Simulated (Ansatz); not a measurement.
## Ge(100) slab, H on the bottom face, dimerised (48 atoms): geometry optimisation

Aim: bring Ge(100) slab, H on the bottom face, dimerised (48 atoms) to a nearby minimum of the energy and see what moves.

Program: Ansatz 0.2.0. Level of theory: Kohn-Sham DFT, PBE, PAW (set soft_2), plane waves. Results are calculated unless marked as measured.

## (1) Starting point

The cell holds 48 atoms: 32 Ge and 16 H. Its edges and angles: a = 16.003 Å, b = 8.002 Å, c = 15.127 Å, α = 90.0°, β = 90.0°, γ = 90.0°. It derives from Ge (diamond-structure). Diamond-structure Ge (a = 5.658 Å), (100) slab of 4 atomic planes, 4 x 2 surface cells, H on the broken bonds of the bottom face, 10 Å of vacuum; top atoms paired into dimers, p(2x2) buckling; displaced by a Gaussian of 0.02 Å. Regions: slab, 32 atoms (32 Ge); hydrogen, 16 atoms (16 H). Vacuum lies along c.

Limits known from the start: The main run has no spin polarisation, so any moments at edges, vacancies or dangling bonds can't form in it.

## (2) Single point at the start

The forces at the start show how far the geometry lies from a minimum of this functional.

Contents of input.yaml:

```yaml
crystal:
  lattice:
    - [16.00324, 0.0, 0.0]
    - [0.0, 8.00162, 0.0]
    - [0.0, 0.0, 15.12685]
  atoms:
    - { symbol: Ge, position: [0.12606, 0.25051, 0.38776] }
    - { symbol: Ge, position: [5.0e-05, 0.25016, 0.47999] }
    - { symbol: Ge, position: [0.00045, 0.49968, 0.57517] }
    - { symbol: Ge, position: [0.126, 0.0981, 0.66841] }
    [... 38 atom lines left out ...]
    - { symbol: H, position: [0.62722, 0.58825, 0.33113] }
    - { symbol: H, position: [0.62737, 0.90414, 0.32932] }
    - { symbol: H, position: [0.87563, 0.09536, 0.33216] }
    - { symbol: H, position: [0.87586, 0.40322, 0.33057] }
    - { symbol: H, position: [0.87671, 0.90789, 0.33009] }
    - { symbol: H, position: [0.87604, 0.59584, 0.3313] }
kpoints:
  mp_grid: { grid: [1, 2, 1] }
hamiltonian:
  xc: pbe
scf:
  occupations: { method: fermi_dirac, width: 0.05 }
output:
  forces: true
  populations: true
  dos:
    method: { smearing: { sigma: 0.08 } }
    de: 0.1
    projected:
      site_lists:
        Ge: [Ge]
        H: [H]
        slab: [0, 1, 2, 3, 4, 5, 6, 7, 8, 9, 10, 11, 12, 13, 14, 15, 16, 17, 18, 19, 20, 21, 22, 23, 24, 25, 26, 27, 28, 29, 30, 31]
        hydrogen: [32, 33, 34, 35, 36, 37, 38, 39, 40, 41, 42, 43, 44, 45, 46, 47]
  eigenvalues: true
```

Launch:

```
$ ansatz run input.yaml --threads 8 --pin off --max-ram 15872MiB --backend cpu --events-out ev --progress --plain --runs-dir out
```

It took 24 s on 8 threads of Arm Neoverse V2, shared host; peak memory 5 GiB; 3 min of CPU time.

Numbers from this run:

| Quantity | Value |
| --- | --- |
| free energy | -137677.3186 eV |
| free energy per atom | -2868.2775 eV/atom |
| SCF cycles | 11 |
| r.m.s. force component | 0.6348 eV/Å |
| longest force | 2.418 eV/Å |
| Fermi energy | 0.3673 eV |
| levels partly filled by over 2 per cent | 6 |
| spilling of the projection | 0.002833 |

The r.m.s. force component of 0.63 eV/Å sets the starting point.

Neighbours are counted within 2.88 Å (Ge-Ge), 1.89 Å (Ge-H).

Length of the force by element and coordination:

| element | coordination | atoms | mean length of the force (eV/Å) | spread | least | most |
| --- | --- | --- | --- | --- | --- | --- |
| Ge | all | 32 | 1.10 | 0.599 | 0.231 | 2.42 |
| Ge | 3 | 8 | 1.04 | 0.468 | 0.494 | 1.60 |
| Ge | 4 | 24 | 1.12 | 0.636 | 0.231 | 2.42 |
| H | all | 16 | 0.571 | 0.415 | 0.127 | 1.93 |

## (3) Relaxation

With the cell held, the atoms are moved downhill towards a nearby minimum.

input.yaml, the sections that differ from step 2:

```yaml
output:
  forces: true
relax:
  f_tol: 0.05
  max_steps: 110
  constraints:
    - { sites: [0, 4, 8, 12, 16, 20, 24, 28, 32, 33, 34, 35, 36, 37, 38, 39, 40, 41, 42, 43, 44, 45, 46, 47], fix: xyz }
# crystal, kpoints, hamiltonian, scf: as in step 2
```

Elapsed: 1.9 min, on 8 threads; peak memory 4.9 GiB; 15 min of CPU time.

The steps of the relaxation:

| step | energy less that of the first step (eV) | largest force component, free atoms (eV/Å) |
| --- | --- | --- |
| 1 | 0.0000 | 2.2735 |
| 2 | -1.6665 | 0.8131 |
| 3 | -2.1515 | 0.2266 |
| 4 | -2.1360 | 0.3939 |
| 5 | -2.2134 | 0.1096 |
| 6 | -2.2193 | 0.0728 |
| 7 | -2.2244 | 0.0395 |
| 8 | -2.2296 | 0.0361 |
| 9 | -2.2271 | 0.0945 |
| 10 | -2.2368 | 0.0478 |
| 11 | -2.2331 | 0.1243 |
| 12 | -2.2440 | 0.0334 |

Relaxation steps 4, 9, 11 were tried and not accepted.

The atoms that moved most (Å):

| atom | dx | dy | dz | length |
| --- | --- | --- | --- | --- |
| Ge32 | 0.140 | 0.202 | 0.371 | 0.445 |
| Ge16 | 0.148 | 0.213 | 0.352 | 0.437 |
| Ge20 | -0.085 | -0.211 | 0.370 | 0.434 |
| Ge4 | -0.051 | -0.215 | 0.368 | 0.430 |
| Ge8 | 0.186 | -0.258 | 0.123 | 0.341 |
| Ge12 | -0.072 | 0.264 | 0.157 | 0.315 |
| Ge24 | 0.173 | -0.228 | 0.122 | 0.311 |
| Ge28 | -0.024 | 0.264 | 0.161 | 0.310 |

The relaxation changed the energy by -46.7 meV/atom, and atoms moved by 0.18 Å r.m.s., 0.45 Å at most.

## (4) Local order after relaxation

Bonds before and after, by the cutoffs listed below:

| pair | bonds before | bonds after | mean before (Å) | mean after (Å) | spread before (Å) | spread after (Å) |
| --- | --- | --- | --- | --- | --- | --- |
| Ge-Ge | 52 | 52 | 2.448 | 2.500 | 0.094 | 0.051 |
| Ge-H | 16 | 16 | 1.526 | 1.526 | 0.038 | 0.038 |

Normalised to the volume that the atoms fill. Pair distribution functions g(r), in bins of 0.1 Å:

| r (Å) | total | Ge-Ge | Ge-H | H-H |
| --- | --- | --- | --- | --- |
| 1.35 | 0.00 | 0.00 | 0.00 | 0.00 |
| 1.45 | 1.55 | 0.00 | 2.11 | 5.50 |
| 1.55 | 5.36 | 0.00 | 8.21 | 15.40 |
| 1.65 | 0.00 | 0.00 | 0.00 | 0.00 |
| 1.75 | 0.00 | 0.00 | 0.00 | 0.00 |
| 1.85 | 0.00 | 0.00 | 0.00 | 0.00 |
| 1.95 | 0.00 | 0.00 | 0.00 | 0.00 |
| 2.05 | 0.00 | 0.00 | 0.00 | 0.00 |
| 2.15 | 0.00 | 0.00 | 0.00 | 0.00 |
| 2.25 | 0.00 | 0.00 | 0.00 | 0.00 |
| 2.35 | 0.00 | 0.00 | 0.00 | 0.00 |
| 2.45 | 3.41 | 6.43 | 0.00 | 4.93 |
| 2.55 | 2.98 | 6.00 | 0.00 | 2.82 |
| 2.65 | 0.00 | 0.00 | 0.00 | 0.00 |
| 2.75 | 0.00 | 0.00 | 0.00 | 0.00 |
| 2.85 | 0.49 | 0.00 | 1.09 | 0.00 |
| 2.95 | 0.78 | 0.00 | 1.75 | 0.00 |
| 3.05 | 0.14 | 0.32 | 0.00 | 0.00 |
| 3.15 | 0.13 | 0.30 | 0.00 | 0.00 |
| 3.25 | 1.13 | 0.28 | 2.26 | 0.00 |
| 3.35 | 1.07 | 0.27 | 2.13 | 0.00 |
| 3.45 | 0.22 | 0.50 | 0.00 | 0.00 |
| 3.55 | 0.00 | 0.00 | 0.00 | 0.00 |
| 3.65 | 0.20 | 0.45 | 0.00 | 0.00 |
| 3.75 | 0.24 | 0.53 | 0.00 | 0.00 |
| 3.85 | 0.23 | 0.51 | 0.00 | 0.00 |
| 3.95 | 1.77 | 2.56 | 0.00 | 5.70 |
| 4.05 | 2.65 | 3.39 | 1.00 | 6.26 |
| 4.15 | 1.51 | 1.57 | 1.83 | 0.00 |
| 4.25 | 2.20 | 1.66 | 2.30 | 3.95 |
| 4.35 | 1.21 | 0.16 | 2.23 | 1.28 |
| 4.45 | 0.40 | 0.68 | 0.22 | 0.00 |
| 4.55 | 0.52 | 0.58 | 0.58 | 0.00 |
| 4.65 | 1.17 | 2.07 | 0.07 | 1.92 |
| 4.75 | 1.16 | 2.00 | 0.00 | 2.40 |
| 4.85 | 0.34 | 0.44 | 0.32 | 0.00 |
| 4.95 | 0.90 | 0.12 | 1.90 | 0.00 |
| 5.05 | 0.16 | 0.12 | 0.23 | 0.00 |
| 5.15 | 0.05 | 0.11 | 0.00 | 0.00 |
| 5.25 | 0.38 | 0.27 | 0.59 | 0.00 |
| 5.35 | 0.70 | 0.47 | 1.10 | 0.00 |
| 5.45 | 0.60 | 0.46 | 0.76 | 0.60 |
| 5.55 | 0.45 | 0.44 | 0.24 | 1.36 |
| 5.65 | 1.52 | 1.82 | 0.19 | 5.60 |

Bonds by pair of elements; cutoffs follow the first minimum of g(r), held within bounds set by covalent radii, and pairs that aren't listed don't count as bonded:

| pair A-B | cutoff (Å) | bonds | mean length (Å) | spread (Å) | shortest (Å) | B about A | A about B |
| --- | --- | --- | --- | --- | --- | --- | --- |
| Ge-Ge | 2.83 | 52 | 2.5 | 0.051 | 2.41 | 3.25 | 3.25 |
| Ge-H | 1.89 | 16 | 1.53 | 0.038 | 1.43 | 0.5 | 1 |

How many atoms have how many bonded neighbours:

| element | mean | 1 | 3 | 4 |
| --- | --- | --- | --- | --- |
| Ge | 3.75 | 0 | 8 | 24 |
| H | 1 | 16 | 0 | 0 |

Bond angles, per cent of each kind in bins of 5°:

| angle (°) | Ge-Ge-Ge | Ge-Ge-H |
| --- | --- | --- |
| 75–80 | 3.1 | 0.0 |
| 80–85 | 3.9 | 0.0 |
| 85–90 | 3.1 | 0.0 |
| 90–95 | 5.5 | 0.0 |
| 95–100 | 0.0 | 0.0 |
| 100–105 | 7.8 | 0.0 |
| 105–110 | 33.6 | 65.6 |
| 110–115 | 22.7 | 34.4 |
| 115–120 | 9.4 | 0.0 |
| 120–125 | 7.8 | 0.0 |
| 125–130 | 3.1 | 0.0 |

Bond angles (no mean is given where the spread exceeds 20°):

| angle | count | mean (°) | spread (°) |
| --- | --- | --- | --- |
| Ge-Ge-Ge | 128 | 108 | 11.2 |
| Ge-Ge-H | 32 | 110 | 1.3 |
| H-Ge-H | 8 | 109 | 1.8 |

Bond length by coordination (bonds to H left out):

| element | coordination | atoms | mean bond length (Å) |
| --- | --- | --- | --- |
| Ge | 3 | 8 | 2.54 |
| Ge | 4 | 24 | 2.49 |

For some of the pairs, g(r) has its first main peak near 2.50 Å (Ge-Ge), 1.52 Å (Ge-H) and 1.51 Å (H-H). Counting bonds as in the table, 75 % of Ge atoms have 4 and all H atoms have 1 bonded neighbour. The Ge-Ge-Ge angle averages 108° with a spread of 11°.

## (5) Single point at the relaxed geometry

One more single point at the end of the walk gives the fuller output and checks the residual forces.

Contents of input.yaml:

```yaml
crystal:
  lattice:
    - [16.00324, 0.0, 0.0]
    - [0.0, 8.00162, 0.0]
    - [0.0, 0.0, 15.12685]
  atoms:
    - { symbol: Ge, position: [0.12606, 0.25051, 0.38776] }
    - { symbol: Ge, position: [0.00078, 0.24843, 0.47679] }
    - { symbol: Ge, position: [0.00251, 0.48771, 0.57805] }
    - { symbol: Ge, position: [0.1228, 0.07124, 0.69276] }
    [... 38 atom lines left out ...]
    - { symbol: H, position: [0.62722, 0.58825, 0.33113] }
    - { symbol: H, position: [0.62737, 0.90414, 0.32932] }
    - { symbol: H, position: [0.87563, 0.09536, 0.33216] }
    - { symbol: H, position: [0.87586, 0.40322, 0.33057] }
    - { symbol: H, position: [0.87671, 0.90789, 0.33009] }
    - { symbol: H, position: [0.87604, 0.59584, 0.3313] }
kpoints:
  mp_grid: { grid: [1, 2, 1] }
hamiltonian:
  xc: pbe
scf:
  occupations: { method: fermi_dirac, width: 0.05 }
output:
  forces: true
  populations: true
  dos:
    method: { smearing: { sigma: 0.1 } }
    de: 0.1
    projected:
      site_lists:
        Ge: [Ge]
        H: [H]
        slab: [0, 1, 2, 3, 4, 5, 6, 7, 8, 9, 10, 11, 12, 13, 14, 15, 16, 17, 18, 19, 20, 21, 22, 23, 24, 25, 26, 27, 28, 29, 30, 31]
        hydrogen: [32, 33, 34, 35, 36, 37, 38, 39, 40, 41, 42, 43, 44, 45, 46, 47]
  eigenvalues: true
  write_density: true
  write_potential: true
  volumetric_format: npy
```

Elapsed: 23 s, on 8 threads; peak memory 5 GiB; 2.8 min of CPU time.

The program notes that the exchange-correlation potential is rough where the density is thin.

Read from the output:

| Quantity | Value |
| --- | --- |
| free energy | -137679.5626 eV |
| free energy per atom | -2868.3242 eV/atom |
| SCF cycles | 9 |
| r.m.s. force component | 0.3608 eV/Å |
| longest force | 2.478 eV/Å |
| Fermi energy | 0.4718 eV |
| spacing of highest filled and lowest empty level | 0.2871 eV |
| levels partly filled by over 2 per cent | 2 |
| spilling of the projection | 0.002675 |

Neighbours are counted within 2.83 Å (Ge-Ge), 1.89 Å (Ge-H), the cutoffs taken from the relaxation.

Length of the force by element and coordination:

| element | coordination | atoms | mean length of the force (eV/Å) | spread | least | most |
| --- | --- | --- | --- | --- | --- | --- |
| Ge | all | 32 | 0.249 | 0.527 | 0.0126 | 2.48 |
| Ge | 3 | 8 | 0.0325 | 0.0101 | 0.0193 | 0.05 |
| Ge | 4 | 24 | 0.321 | 0.591 | 0.0126 | 2.48 |
| H | all | 16 | 0.555 | 0.429 | 0.115 | 1.96 |

Löwdin charges by element and coordination (they lack the spilled electrons, 0.026 e an atom on average):

| element | coordination | atoms | mean charge (e) | spread | least | most |
| --- | --- | --- | --- | --- | --- | --- |
| Ge | all | 32 | 0.0573 | 0.0953 | -0.0664 | 0.201 |
| Ge | 3 | 8 | 0.0566 | 0.122 | -0.0664 | 0.184 |
| Ge | 4 | 24 | 0.0575 | 0.0846 | -0.0287 | 0.201 |
| H | all | 16 | -0.037 | 0.0039 | -0.0451 | -0.0305 |

By region:

| region | atoms | mean length of the force (eV/Å) |
| --- | --- | --- |
| slab | 32 | 0.249 |
| hydrogen | 16 | 0.555 |

States in the cell by windows of 1 eV, zero at the Fermi level; the larger projections on atomic orbitals stand beside the total:

| from (eV) | to (eV) | total | slab | Ge p | Ge s | H s | hydrogen |
| --- | --- | --- | --- | --- | --- | --- | --- |
| -14 | -13 | 0.0 | 0.0 | 0.0 | 0.0 | 0.0 | 0.0 |
| -13 | -12 | 0.1 | 0.1 | 0.0 | 0.1 | 0.0 | 0.0 |
| -12 | -11 | 6.7 | 6.3 | 1.2 | 5.1 | 0.4 | 0.4 |
| -11 | -10 | 8.1 | 7.1 | 1.5 | 5.6 | 0.9 | 0.9 |
| -10 | -9 | 16.1 | 14.2 | 3.5 | 10.6 | 1.9 | 1.9 |
| -9 | -8 | 6.6 | 6.0 | 1.7 | 4.3 | 0.5 | 0.5 |
| -8 | -7 | 9.4 | 8.2 | 2.9 | 5.3 | 1.1 | 1.1 |
| -7 | -6 | 9.7 | 8.1 | 3.9 | 4.2 | 1.5 | 1.5 |
| -6 | -5 | 10.7 | 8.5 | 4.2 | 4.2 | 2.1 | 2.1 |
| -5 | -4 | 8.6 | 5.5 | 4.0 | 1.5 | 3.0 | 3.0 |
| -4 | -3 | 11.8 | 10.6 | 9.6 | 0.9 | 1.1 | 1.1 |
| -3 | -2 | 23.6 | 20.8 | 19.9 | 0.9 | 2.6 | 2.6 |
| -2 | -1 | 18.2 | 17.0 | 16.2 | 0.7 | 1.0 | 1.0 |
| -1 | 0 | 14.6 | 13.9 | 13.0 | 0.9 | 0.5 | 0.5 |
| 0 | 1 | 7.4 | 7.1 | 5.8 | 1.3 | 0.1 | 0.1 |
| 1 | 2 | 13.2 | 12.2 | 8.9 | 3.3 | 0.3 | 0.3 |
| 2 | 3 | 18.5 | 15.8 | 12.3 | 3.6 | 1.0 | 1.0 |
| 3 | 4 | 22.4 | 16.3 | 14.0 | 2.3 | 1.8 | 1.8 |

Between -25 and -14 eV lie 320 more states.

The levels nearest the highest filled one (over half full), pooled over k-points and spins:

| level less the highest filled one (eV) | occupation |
| --- | --- |
| -0.411 | 2 |
| -0.377 | 2 |
| -0.375 | 2 |
| -0.262 | 2.00 |
| -0.216 | 2.00 |
| 0 | 1.87 |
| 0.287 | 0.091 |
| 0.331 | 0.039 |
| 0.709 | 0 |
| 0.967 | 0 |
| 0.985 | 0 |
| 1.05 | 0 |

Planar average of the electrostatic potential energy along the normal, with the Fermi level as zero, after a running mean with a triangular window 4 Å wide at its base:

| height (Å) | potential energy (eV) |
| --- | --- |
| 0.0 | 4.43 |
| 0.4 | 4.42 |
| 0.8 | 4.42 |
| 1.3 | 4.41 |
| 1.7 | 4.40 |
| 2.1 | 4.38 |
| 2.5 | 4.34 |
| 2.9 | 4.21 |
| 3.4 | 3.85 |
| 3.9 | 2.94 |
| 4.3 | 1.91 |
| 4.8 | 0.65 |
| 5.2 | -0.64 |
| 5.6 | -1.77 |
| 6.0 | -2.61 |
| 6.4 | -3.10 |
| 6.9 | -3.37 |
| 7.3 | -3.55 |
| 7.7 | -3.68 |
| 8.1 | -3.79 |
| 8.5 | -3.89 |
| 9.0 | -3.79 |
| 9.4 | -3.32 |
| 9.8 | -2.51 |
| 10.2 | -1.43 |
| 10.6 | -0.14 |
| 11.1 | 1.18 |
| 11.6 | 2.65 |
| 12.0 | 3.44 |
| 12.5 | 3.96 |
| 12.9 | 4.26 |
| 13.3 | 4.39 |
| 13.7 | 4.43 |
| 14.1 | 4.44 |
| 14.6 | 4.44 |
| 15.0 | 4.43 |

Mean Löwdin charges: Ge +0.06, H -0.04 e. Charges this small depend on the projection, at times even in sign. Within 0.4 eV of the Fermi level the largest share is Ge p (88 % of the projected weight). The potential slopes across the vacuum by 0.018 eV/Å: the slab bears a dipole, and with periodic images along the normal there is no flat vacuum level to read.

## (6) Outcome

```json
{
  "energy change in the relaxation": "-46.75 meV/atom",
  "r.m.s. displacement": "0.18 Å",
  "largest displacement": "0.445 Å",
  "free energy per atom": "-2868.3242 eV/atom",
  "r.m.s. force component": "0.3608 eV/Å",
  "spacing of highest filled and lowest empty level": "0.2871 eV",
  "wall time of the 3 DFT runs": "2.7 min"
}
```

What this shows: Relaxation lowers the energy by 46.7 meV/atom and moves atoms by 0.18 Å r.m.s.; the r.m.s. force component goes from 0.63 to 0.36 eV/Å, held atoms included. By the final cutoffs no bond was broken or made. From the first step to the last the energy fell by 2.244 eV, and the largest move was 0.44 Å (Ge32, with 1 other atom within 2 % of it). The Ge-Ge bonds change most in mean length: from 2.448 Å (spread 0.094) to 2.500 Å (spread 0.051). Counting bonds as in the table, 75 % of Ge atoms have 4 and all H atoms have 1 bonded neighbour. The highest filled and lowest empty levels differ by 0.287 eV on the run's k-points; the mesh holds the band edges only if they fold onto it, so the gap at this level can be narrower or closed, and states at the surface or the caps may set it. 2 levels are partly filled, by over 2 %, under the smearing.

Caveats: The slab bears a dipole and has periodic images along its normal, so a spurious field crosses the vacuum. 24 atoms were held in place, and force statistics include the forces on them.

[Logs are printed without paths, hosts, clocks, repeated set-up lines and the standing remarks that a program may print on its own settings, such as how far it seeks lower states.]

[Hosts, paths, dates, database ids (printed as entryN), source tags and the programs' standing remarks are cut or masked in the printed files.]
